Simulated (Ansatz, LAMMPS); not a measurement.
## Squeezing and shearing Ga2O3 with crystalline order left by the classical run (95 atoms)

Aim: relax Ga2O3 with crystalline order left by the classical run (95 atoms), then change its volume and shape to read moduli from the stress.

Program: Ansatz 0.2.0. Level of theory: Kohn-Sham DFT, PBE, PAW (set soft_1), plane waves. Results are calculated unless marked as measured.

### Step 1. Starting point

The cell holds 95 atoms: 38 Ga and 57 O. Its edges and angles: a = 10.264 Å, b = 10.264 Å, c = 10.264 Å, α = 90.0°, β = 90.0°, γ = 90.0°. 95 atoms (38 Fe, 57 O) placed at random at 4.7 g/cm³, melted at 5000 K for 10 ps at fixed volume with the Morse and Coulomb pair potential with partial charges (Pedone, Malavasi, Menziani, Cormack and Segre, J. Phys. Chem. B 110, 11780 (2006)). Quenched from 5000 K to 300 K at 50 K/ps and fixed volume, held 5 ps, then minimised at fixed cell. Then Fe was replaced by Ga and the cell scaled by 1.003 (the potential has no terms for the new elements, so the cell is a start for a DFT relaxation).

Limits known from the start: The quench rate of 50 K/ps far exceeds what a furnace or splat quench reaches, so expect more defects and frozen-in strain than in a real sample. The network of bonds at the start is that of the classical potential that made the cell, and needn't be the one that DFT or experiment would give. The Brillouin zone is sampled at Γ only.

### Step 2. Single point at the start

The forces at the start show how far the geometry lies from a minimum of this functional.

File input.yaml:

```yaml
crystal:
  lattice:
    - [10.2635, 0.0, 0.0]
    - [0.0, 10.2635, 0.0]
    - [0.0, 0.0, 10.2635]
  atoms:
    - { symbol: Ga, position: [0.28034, 0.39565, 0.84853] }
    - { symbol: Ga, position: [0.53768, 0.79851, 0.14318] }
    - { symbol: Ga, position: [0.91777, 0.98331, 0.80888] }
    - { symbol: Ga, position: [0.96598, 0.26929, 0.76343] }
    - { symbol: Ga, position: [0.83125, 0.9205, 0.1306] }
    - { symbol: Ga, position: [0.07416, 0.48434, 0.01661] }
    - { symbol: Ga, position: [0.50064, 0.36792, 0.38835] }
    - { symbol: Ga, position: [0.87442, 0.35031, 0.35787] }
    - { symbol: Ga, position: [0.14674, 0.55275, 0.38263] }
    - { symbol: Ga, position: [0.69227, 0.46038, 0.61247] }
    - { symbol: Ga, position: [0.05824, 0.734, 0.10068] }
    - { symbol: Ga, position: [0.19362, 0.07124, 0.73459] }
    - { symbol: Ga, position: [0.19601, 0.30612, 0.50345] }
    - { symbol: Ga, position: [0.28167, 0.82446, 0.31226] }
    - { symbol: Ga, position: [0.35173, 0.59753, 0.61211] }
    - { symbol: Ga, position: [0.48056, 0.18516, 0.67072] }
    - { symbol: Ga, position: [0.38303, 0.10117, 0.41289] }
    - { symbol: Ga, position: [0.73336, 0.4869, 0.14448] }
    - { symbol: Ga, position: [0.1367, 0.00583, 0.03263] }
    - { symbol: Ga, position: [0.35775, 0.55202, 0.16115] }
    - { symbol: Ga, position: [0.66696, 0.31904, 0.89717] }
    - { symbol: Ga, position: [0.22974, 0.28407, 0.18986] }
    - { symbol: Ga, position: [0.76254, 0.16211, 0.54395] }
    - { symbol: Ga, position: [0.01957, 0.52697, 0.65479] }
    - { symbol: Ga, position: [0.91288, 0.20468, 0.05709] }
    - { symbol: Ga, position: [0.85538, 0.69754, 0.36887] }
    - { symbol: Ga, position: [0.7598, 0.74745, 0.63494] }
    - { symbol: Ga, position: [0.84554, 0.70402, 0.89631] }
    - { symbol: Ga, position: [0.54688, 0.61402, 0.88023] }
    - { symbol: Ga, position: [0.12361, 0.80678, 0.57033] }
    - { symbol: Ga, position: [0.63517, 0.9338, 0.90066] }
    - { symbol: Ga, position: [0.44477, 0.89, 0.67024] }
    - { symbol: Ga, position: [0.03991, 0.05828, 0.34916] }
    - { symbol: Ga, position: [0.63252, 0.92358, 0.40533] }
    - { symbol: Ga, position: [0.40531, 0.09826, 0.95574] }
    - { symbol: Ga, position: [0.30334, 0.76326, 0.89327] }
    - { symbol: Ga, position: [0.56004, 0.64514, 0.39608] }
    - { symbol: Ga, position: [0.61746, 0.15289, 0.16354] }
    - { symbol: O, position: [0.01394, 0.65841, 0.48732] }
    - { symbol: O, position: [0.66319, 0.75906, 0.28857] }
    - { symbol: O, position: [0.54235, 0.79348, 0.54232] }
    - { symbol: O, position: [0.84871, 0.30856, 0.91332] }
    - { symbol: O, position: [0.56845, 0.4935, 0.256] }
    - { symbol: O, position: [0.63941, 0.48628, 0.98493] }
    - { symbol: O, position: [0.80087, 0.8677, 0.49246] }
    - { symbol: O, position: [0.84267, 0.1279, 0.70513] }
    - { symbol: O, position: [0.52717, 0.04305, 0.78798] }
    - { symbol: O, position: [0.4338, 0.94205, 0.33894] }
    - { symbol: O, position: [0.13946, 0.91426, 0.4114] }
    - { symbol: O, position: [0.2634, 0.6888, 0.45682] }
    - { symbol: O, position: [0.33453, 0.02498, 0.60215] }
    - { symbol: O, position: [0.97019, 0.86244, 0.97245] }
    - { symbol: O, position: [0.9918, 0.0584, 0.16231] }
    - { symbol: O, position: [0.48403, 0.21033, 0.283] }
    - { symbol: O, position: [0.76958, 0.28614, 0.17311] }
    - { symbol: O, position: [0.14974, 0.60217, 0.20459] }
    - { symbol: O, position: [0.30538, 0.42463, 0.31444] }
    - { symbol: O, position: [0.70381, 0.01047, 0.24676] }
    - { symbol: O, position: [0.77738, 0.04926, 0.99011] }
    - { symbol: O, position: [0.73673, 0.61243, 0.50156] }
    - { symbol: O, position: [0.43036, 0.67396, 0.02414] }
    - { symbol: O, position: [0.49382, 0.51827, 0.51825] }
    - { symbol: O, position: [0.7028, 0.78109, 0.02042] }
    - { symbol: O, position: [0.39771, 0.52864, 0.78961] }
    - { symbol: O, position: [0.61166, 0.31577, 0.71951] }
    - { symbol: O, position: [0.88264, 0.40141, 0.64055] }
    - { symbol: O, position: [0.94044, 0.6705, 0.73688] }
    - { symbol: O, position: [0.55032, 0.21859, 0.9988] }
    - { symbol: O, position: [0.27043, 0.95844, 0.8841] }
    - { symbol: O, position: [0.91511, 0.5886, 0.02517] }
    - { symbol: O, position: [0.04324, 0.11698, 0.89376] }
    - { symbol: O, position: [0.84872, 0.52259, 0.28299] }
    - { symbol: O, position: [0.41801, 0.69905, 0.26455] }
    - { symbol: O, position: [0.0488, 0.32656, 0.1224] }
    - { symbol: O, position: [0.16293, 0.65594, 0.95068] }
    - { symbol: O, position: [0.20265, 0.8612, 0.13879] }
    - { symbol: O, position: [0.28068, 0.76058, 0.69517] }
    - { symbol: O, position: [0.90169, 0.1643, 0.41574] }
    [... 11 atom lines left out ...]
    - { symbol: O, position: [0.93144, 0.79665, 0.22875] }
    - { symbol: O, position: [0.59325, 0.07798, 0.52321] }
    - { symbol: O, position: [0.68738, 0.60351, 0.75465] }
    - { symbol: O, position: [0.28479, 0.41891, 0.04142] }
    - { symbol: O, position: [0.69393, 0.3306, 0.45876] }
    - { symbol: O, position: [0.26573, 0.13863, 0.07912] }
kpoints:
  mp_grid: { grid: [1, 1, 1] }
hamiltonian:
  xc: pbe
  pseudopotentials: { kind: paw, azcp: { folder: soft_1 } }
scf:
  occupations: { method: fixed }
output:
  forces: true
```

On the command line:

```bash
$ ansatz run input.yaml --threads 4 --pin off --max-ram 8192MiB --backend cpu --events-out ev --progress --plain --runs-dir out
```

Numbers of over 12 decimals in the logs are rounded to 6 here.

The log of the run:

```text
[...]
Pseudopotentials: kind: paw
Pseudopotential: Ga, paw, valence charge 13, recommended cutoff 420 eV (normal), soft_1/Ga.paw.azcp
Pseudopotential: O, paw, valence charge 6, recommended cutoff 420 eV (normal), soft_1/O.paw.azcp
[... 5 lines on functional and potentials left out ...]
Crystal: 95 atoms, lattice volume = 1081.151 Å³
Basis set: ecut = 420 eV, 21247 PW (Γ), exchange–correlation on 144×144×144 points (8 copies of the dense FFT grid, shifted against one another)
Bands: 513, of which v1, the nominal top of the filled ones, is band 418 counted from 1 (417 counted from 0)
Symmetry: 1 space group operations
Space group: P1 (ITA 1), of the structure as read, at distance tolerance 1.0e-4 Å
k-points: 1
[... 5 lines on functional and potentials left out ...]
Initial density: superposition of atomic densities (chi_scale 0.1, normalization cell, long waves kept (reshape's long-wave potential 0.08 eV rms))
Initial wavefunctions: pseudopotential atomic-orbital guess
[...]
SCF iter   1: F=—  HF=-176137.236896 eV  |F-HF|=—  |Δ(HF+E_count)|=         —  Δρ=1.13e-1  dr2=6.27e1  ethr=3.10e-3  ⟨swp⟩=4.0  Hψ=1268  notcnv=0  defer=88
preconditioner: auto → Resta (q_TF=auto, 2.614 Å⁻¹)  ε∞=4.3  [insulator: Δε(μ)=1.612 eV  Ē_g=17.859 eV  n_scr=340 (ndim 8)  ℏωp=32.7 eV  f_vac=0.009  ε∞_Penn≈4.3]
[...]
SCF iter  12: F=—  HF=-176115.824522 eV  |F-HF|=—  |Δ(HF+E_count)|=   1.88e-7  Δρ=7.15e-6  dr2=4.91e-7  ethr=2.91e-10  ⟨swp⟩=2.0  Hψ=843  notcnv=0  defer=87
SCF iter  13: F=-176115.824522 eV  HF=-176115.824522 eV  |F-HF|=3.09e-8  |Δ(HF+E_count)|=   5.09e-8  Δρ=1.76e-6  dr2=3.51e-8  ethr=1.20e-11  ⟨swp⟩=4.0  Hψ=1713  notcnv=0
SCF 1 converged in 13 iterations: F = -176115.824522 eV  dr2 = 3.51e-8
[...]
SCF converged after 13 iterations
Free energy (F): -176115.824522 eV
Harris-Foulkes:  -176115.824522 eV  (|F-HF|=3.09e-8)
Internal energy: -176115.824522 eV  (E = F + TS)
E sigma→0 (E₀):  -176115.824522 eV
Fermi energy:    7.447054 eV
--- Per-component energies (eV) ---
[...]
Σ components = -176115.824522   (vs F -176115.824522, Δ=0.00e0)
--- Forces (eV/Å), atoms counted from 1 ---
  atom   1  Ga     0.13207754     0.00481552     0.35495780
  atom   2  Ga     0.25266947    -0.14911043    -0.67139609
  atom   3  Ga     0.35407864     0.09473728     0.09080653
  atom   4  Ga    -0.50368827    -0.00069245    -0.39028416
[...]
atom  95  O      0.22577161    -0.13774072    -0.11350043
  max |Σ_I F_I| component: 3.09e-5 eV/Å
```

Elapsed: 19 s, on 4 threads of Arm Neoverse V2, shared host; peak memory 1.7 GiB; 72 s of CPU time.

In the SCF lines HF is the Harris–Foulkes energy and dr2 the Hartree energy of the density residual, in eV; the loop may stop once dr2 is under the threshold and the program's other checks hold. Hψ counts applications of the Hamiltonian.

The r.m.s. force at the start is 0.31 eV/Å.

### Step 3. Cell and atoms relaxed

The cell is relaxed with the atoms, since the starting lattice needn't suit this functional.

File input.yaml:

```yaml
crystal:
  lattice:
    - [10.2635, 0.0, 0.0]
    - [0.0, 10.2635, 0.0]
    - [0.0, 0.0, 10.2635]
  atoms:
    [... the 95 atom lines of step 2 ...]
kpoints:
  mp_grid: { grid: [1, 1, 1] }
hamiltonian:
  xc: pbe
  pseudopotentials: { kind: paw, azcp: { folder: soft_1 } }
scf:
  occupations: { method: fixed }
output:
  forces: true
relax:
  f_tol: 0.05
  max_steps: 150
  cell: {}
```

The log of the run:

```text
[...]
Crystal: 95 atoms, lattice volume = 1081.151 Å³
Basis set: ecut = 420 eV, 21247 PW (Γ), exchange–correlation on 144×144×144 points (8 copies of the dense FFT grid, shifted against one another)
Bands: 513, of which v1, the nominal top of the filled ones, is band 418 counted from 1 (417 counted from 0)
Symmetry: 1 space group operations
[...]
k-points: 1
[...]
SCF iter   1: F=—  HF=-176137.236897 eV  |F-HF|=—  |Δ(HF+E_count)|=         —  Δρ=1.13e-1  dr2=6.27e1  ethr=3.10e-3  ⟨swp⟩=4.0  Hψ=1268  notcnv=0  defer=88
[...]
SCF iter  13: F=-176115.824522 eV  HF=-176115.824522 eV  |F-HF|=3.09e-8  |Δ(HF+E_count)|=   5.09e-8  Δρ=1.76e-6  dr2=3.51e-8  ethr=1.20e-11  ⟨swp⟩=4.0  Hψ=1713  notcnv=0
SCF 1 converged in 13 iterations: F = -176115.824522 eV  dr2 = 3.51e-8
[...]
relax step   1: F+E_penalty+E_count = -176115.82452213 eV  Δ(F+E_penalty+E_count) = +0.000e0 eV  max|allowed force component| = 9.330e-1 eV/Å  Δτ_max = 0.0000 Å  P = -10.548 GPa  Ω = 1081.151 Å³  (13 SCF iters, dr2 threshold 1.00e-7 eV, accepted)
[... from here on, the SCF cycles and remarks between the steps are left out ...]
relax step   2: F+E_penalty+E_count = -176119.16045961 eV  Δ(F+E_penalty+E_count) = -3.336e0 eV  max|allowed force component| = 5.884e-1 eV/Å  Δτ_max = 0.1145 Å  P = -4.262 GPa  Ω = 1035.546 Å³  energy of the carried Pulay correction = +1.167e-1 eV  (8 SCF iters, dr2 threshold 9.50e-6 eV, accepted)
relax step   3: F+E_penalty+E_count = -176119.99883896 eV  Δ(F+E_penalty+E_count) = -8.384e-1 eV  max|allowed force component| = 3.035e-1 eV/Å  Δτ_max = 0.0774 Å  P = +1.154 GPa  Ω = 1007.074 Å³  energy of the carried Pulay correction = +1.921e-1 eV  (8 SCF iters, dr2 threshold 9.50e-6 eV, accepted)
relax step   4: F+E_penalty+E_count = -176120.27202546 eV  Δ(F+E_penalty+E_count) = -2.732e-1 eV  max|allowed force component| = 2.228e-1 eV/Å  Δτ_max = 0.2000 Å  P = +0.165 GPa  Ω = 1024.628 Å³  energy of the carried Pulay correction = +1.454e-1 eV  (8 SCF iters, dr2 threshold 5.76e-6 eV, accepted)
relax step   5: F+E_penalty+E_count = -176120.35536675 eV  Δ(F+E_penalty+E_count) = -8.334e-2 eV  max|allowed force component| = 1.946e-1 eV/Å  Δτ_max = 0.2000 Å  P = +0.124 GPa  Ω = 1027.206 Å³  energy of the carried Pulay correction = +1.386e-1 eV  (8 SCF iters, dr2 threshold 3.10e-6 eV, accepted)
relax step   6: F+E_penalty+E_count = -176120.39988025 eV  Δ(F+E_penalty+E_count) = -4.451e-2 eV  max|allowed force component| = 1.048e-1 eV/Å  Δτ_max = 0.2000 Å  P = -0.088 GPa  Ω = 1029.700 Å³  energy of the carried Pulay correction = +1.320e-1 eV  (9 SCF iters, dr2 threshold 2.37e-6 eV, accepted)
relax step   7: F+E_penalty+E_count = -176120.36001264 eV  Δ(F+E_penalty+E_count) = +3.987e-2 eV  max|allowed force component| = 5.541e-1 eV/Å  Δτ_max = 0.1490 Å  P = +0.151 GPa  Ω = 1031.279 Å³  energy of the carried Pulay correction = +1.278e-1 eV  (9 SCF iters, dr2 threshold 6.87e-7 eV, rejected (line search))
relax step   8: F+E_penalty+E_count = -176120.42006951 eV  Δ(F+E_penalty+E_count) = -2.019e-2 eV  max|allowed force component| = 7.714e-2 eV/Å  Δτ_max = 0.0745 Å  P = -0.070 GPa  Ω = 1030.049 Å³  energy of the carried Pulay correction = +1.311e-1 eV  (12 SCF iters, accepted)
relax step   9: F+E_penalty+E_count = -176120.44956085 eV  Δ(F+E_penalty+E_count) = -2.949e-2 eV  max|allowed force component| = 1.372e-1 eV/Å  Δτ_max = 0.0951 Å  P = +0.074 GPa  Ω = 1030.205 Å³  energy of the carried Pulay correction = +1.307e-1 eV  (8 SCF iters, dr2 threshold 3.72e-7 eV, accepted)
relax step  10: F+E_penalty+E_count = -176120.43079750 eV  Δ(F+E_penalty+E_count) = +1.876e-2 eV  max|allowed force component| = 3.441e-1 eV/Å  Δτ_max = 0.1446 Å  P = +0.078 GPa  Ω = 1031.707 Å³  energy of the carried Pulay correction = +1.267e-1 eV  (8 SCF iters, dr2 threshold 1.18e-6 eV, rejected (line search))
relax step  11: F+E_penalty+E_count = -176120.46896593 eV  Δ(F+E_penalty+E_count) = -1.941e-2 eV  max|allowed force component| = 1.059e-1 eV/Å  Δτ_max = 0.0723 Å  P = +0.039 GPa  Ω = 1030.701 Å³  energy of the carried Pulay correction = +1.294e-1 eV  (12 SCF iters, accepted)
relax step  12: F+E_penalty+E_count = -176120.48463928 eV  Δ(F+E_penalty+E_count) = -1.567e-2 eV  max|allowed force component| = 9.122e-2 eV/Å  Δτ_max = 0.0731 Å  P = +0.021 GPa  Ω = 1031.070 Å³  energy of the carried Pulay correction = +1.284e-1 eV  (7 SCF iters, dr2 threshold 7.00e-7 eV, accepted)
relax step  13: F+E_penalty+E_count = -176120.50195359 eV  Δ(F+E_penalty+E_count) = -1.731e-2 eV  max|allowed force component| = 8.173e-2 eV/Å  Δτ_max = 0.1125 Å  P = +0.019 GPa  Ω = 1031.777 Å³  energy of the carried Pulay correction = +1.265e-1 eV  (8 SCF iters, dr2 threshold 5.20e-7 eV, accepted)
relax step  14: F+E_penalty+E_count = -176120.50259550 eV  Δ(F+E_penalty+E_count) = -6.419e-4 eV  max|allowed force component| = 2.446e-1 eV/Å  Δτ_max = 0.1650 Å  P = -0.056 GPa  Ω = 1034.442 Å³  energy of the carried Pulay correction = +1.196e-1 eV  (9 SCF iters, dr2 threshold 4.18e-7 eV, accepted)
[...]
relax step  19: F+E_penalty+E_count = -176121.02774708 eV  Δ(F+E_penalty+E_count) = -1.303e-1 eV  max|allowed force component| = 2.871e-1 eV/Å  Δτ_max = 0.2000 Å  P = -0.076 GPa  Ω = 1046.825 Å³  energy of the carried Pulay correction = +8.735e-2 eV  (8 SCF iters, dr2 threshold 9.50e-6 eV, accepted)
relax step  20: F+E_penalty+E_count = -176121.14259528 eV  Δ(F+E_penalty+E_count) = -1.148e-1 eV  max|allowed force component| = 2.394e-1 eV/Å  Δτ_max = 0.2000 Å  P = +0.125 GPa  Ω = 1045.891 Å³  energy of the carried Pulay correction = +8.977e-2 eV  (8 SCF iters, dr2 threshold 5.15e-6 eV, accepted)
relax step  21: F+E_penalty+E_count = -176121.24757784 eV  Δ(F+E_penalty+E_count) = -1.050e-1 eV  max|allowed force component| = 5.194e-1 eV/Å  Δτ_max = 0.2000 Å  P = +0.162 GPa  Ω = 1046.491 Å³  energy of the carried Pulay correction = +8.821e-2 eV  (8 SCF iters, dr2 threshold 3.58e-6 eV, accepted)
relax step  22: F+E_penalty+E_count = -176121.36697313 eV  Δ(F+E_penalty+E_count) = -1.194e-1 eV  max|allowed force component| = 5.053e-1 eV/Å  Δτ_max = 0.1947 Å  P = +0.058 GPa  Ω = 1047.730 Å³  energy of the carried Pulay correction = +8.501e-2 eV  (8 SCF iters, dr2 threshold 9.50e-6 eV, accepted)
relax step  23: F+E_penalty+E_count = -176121.57057126 eV  Δ(F+E_penalty+E_count) = -2.036e-1 eV  max|allowed force component| = 1.611e-1 eV/Å  Δτ_max = 0.2000 Å  P = +0.057 GPa  Ω = 1047.935 Å³  energy of the carried Pulay correction = +8.448e-2 eV  (8 SCF iters, dr2 threshold 9.50e-6 eV, accepted)
relax step  24: F+E_penalty+E_count = -176121.67468829 eV  Δ(F+E_penalty+E_count) = -1.041e-1 eV  max|allowed force component| = 9.677e-2 eV/Å  Δτ_max = 0.2000 Å  P = -0.029 GPa  Ω = 1049.100 Å³  energy of the carried Pulay correction = +8.147e-2 eV  (8 SCF iters, dr2 threshold 1.62e-6 eV, accepted)
relax step  25: F+E_penalty+E_count = -176121.71679529 eV  Δ(F+E_penalty+E_count) = -4.211e-2 eV  max|allowed force component| = 6.115e-2 eV/Å  Δτ_max = 0.1831 Å  P = -0.012 GPa  Ω = 1048.801 Å³  energy of the carried Pulay correction = +8.224e-2 eV  (9 SCF iters, dr2 threshold 5.85e-7 eV, accepted)
relax step  26: F+E_penalty+E_count = -176121.71987719 eV  Δ(F+E_penalty+E_count) = -3.082e-3 eV  max|allowed force component| = 3.515e-2 eV/Å  Δτ_max = 0.0212 Å  P = +0.008 GPa  Ω = 1048.718 Å³  energy of the carried Pulay correction = +8.246e-2 eV  (8 SCF iters, dr2 threshold 2.34e-7 eV, accepted)
relax step  27: F+E_penalty+E_count = -176121.71966536 eV  Δ(F+E_penalty+E_count) = +2.118e-4 eV  max|allowed force component| = 3.532e-2 eV/Å  Δτ_max = 0.0000 Å  P = +0.024 GPa  Ω = 1048.718 Å³  stress off target by 3.28e-1 GPa  SCF on the basis re-selected at this cell (its energy is not comparable with the rows above)  (8 SCF iters)
relax step  28: F+E_penalty+E_count = -176121.72592246 eV  Δ(F+E_penalty+E_count) = -6.257e-3 eV  max|allowed force component| = 8.124e-2 eV/Å  Δτ_max = 0.0260 Å  P = +0.016 GPa  Ω = 1049.142 Å³  energy of the carried Pulay correction = -1.413e-3 eV  (8 SCF iters, dr2 threshold 2.69e-7 eV, accepted)
relax step  29: F+E_penalty+E_count = -176121.72740026 eV  Δ(F+E_penalty+E_count) = -1.478e-3 eV  max|allowed force component| = 1.620e-2 eV/Å  Δτ_max = 0.0169 Å  P = +0.002 GPa  Ω = 1049.209 Å³  energy of the carried Pulay correction = -1.566e-3 eV  (6 SCF iters, dr2 threshold 4.12e-7 eV, accepted)
relax step  30: F+E_penalty+E_count = -176121.73132824 eV  Δ(F+E_penalty+E_count) = -3.928e-3 eV  max|allowed force component| = 1.642e-2 eV/Å  Δτ_max = 0.0000 Å  P = +0.006 GPa  Ω = 1049.209 Å³  stress off target by 3.93e-2 GPa  SCF on the basis re-selected at this cell (its energy is not comparable with the rows above)  (6 SCF iters)
basis re-selected at this cell: Δ(F+E_penalty+E_count) = -3.928e-3 eV, ΔP = +0.003 GPa vs the last step (what re-selecting the basis moved, of the pressure what is left beyond the Pulay correction that the steps carried, after the strain that the cell walked since its last selection, [...]
SCF converged after 6 iterations
Free energy (F): -176121.731328 eV
[...]
Internal energy: -176121.731328 eV  (E = F + TS)
E sigma→0 (E₀):  -176121.731328 eV
Fermi energy:    7.724863 eV
[...]
--- Forces (eV/Å), atoms counted from 1 ---
  atom   1  Ga    -0.00244833     0.00110139     0.00418707
  atom   2  Ga    -0.00655493    -0.00350317     0.01641524
  atom   3  Ga     0.00377289    -0.00234333    -0.00406032
  atom   4  Ga     0.00131295     0.00189542    -0.00642236
  atom   5  Ga    -0.00312532    -0.00083336    -0.00180642
  atom   6  Ga     0.00424206    -0.00241896     0.00461589
  atom   7  Ga    -0.00073229    -0.00107452     0.00050524
  atom   8  Ga     0.00424413    -0.00138107     0.00264741
  atom   9  Ga     0.00072743    -0.00135026    -0.00160945
  atom  10  Ga    -0.00075269    -0.00160380    -0.00484234
  atom  11  Ga    -0.00041898    -0.00643733     0.00006112
  atom  12  Ga    -0.00063626    -0.00010479    -0.00387858
  atom  13  Ga    -0.00362443    -0.00023087    -0.00441781
  atom  14  Ga    -0.00138888    -0.00134554     0.00213249
[...]
atom  94  O     -0.00210366    -0.00176037     0.00116938
  atom  95  O      0.00012206    -0.00410918    -0.00532914
  max |Σ_I F_I| component: 2.18e-6 eV/Å
--- Stress (GPa, compression-positive) ---
       -0.011704       0.009035      -0.008895
        0.009035       0.023258       0.023255
       -0.008895       0.023255       0.005061
  P = ⅓ Tr σ = 0.0055 GPa (0.055 kbar)
--- Relaxed structure (28 steps of the walk, 26 accepted, 2 SCFs on fresh bases) ---
  F+E_penalty+E_count = -176121.73132824 eV   max|allowed force component| = 1.642e-2 eV/Å   (the final SCF, on the basis selected at the relaxed cell)
  cell:  # Å, volume = 1049.2090 Å³
    - [9.884430, 0.275331, -0.227971]
    - [0.275331, 10.535627, 0.351871]
    - [-0.227971, 0.351871, 10.099901]
  atoms:
    - { symbol: Ga, position: [0.308482, 0.399846, 0.877191] }
    - { symbol: Ga, position: [0.529636, 0.784979, 0.126074] }
    - { symbol: Ga, position: [0.900433, 0.987212, 0.815110] }
    - { symbol: Ga, position: [0.958298, 0.247551, 0.762893] }
[...]
- { symbol: O, position: [0.282245, 0.134888, 0.079902] }
```

The job ended after 8 min (4 threads; peak memory 1.7 GiB; 30 min of CPU time).

The relaxation converged after 28 steps, with a largest force component of 0.016 eV/Å.

[end of part 1 of 4]

[Logs are printed without paths, hosts, clocks, repeated set-up lines and the standing remarks that a program may print on its own settings, such as how far it seeks lower states.]

[Hosts, paths, dates, database ids (printed as entryN), source tags and the programs' standing remarks are cut or masked in the printed files.]
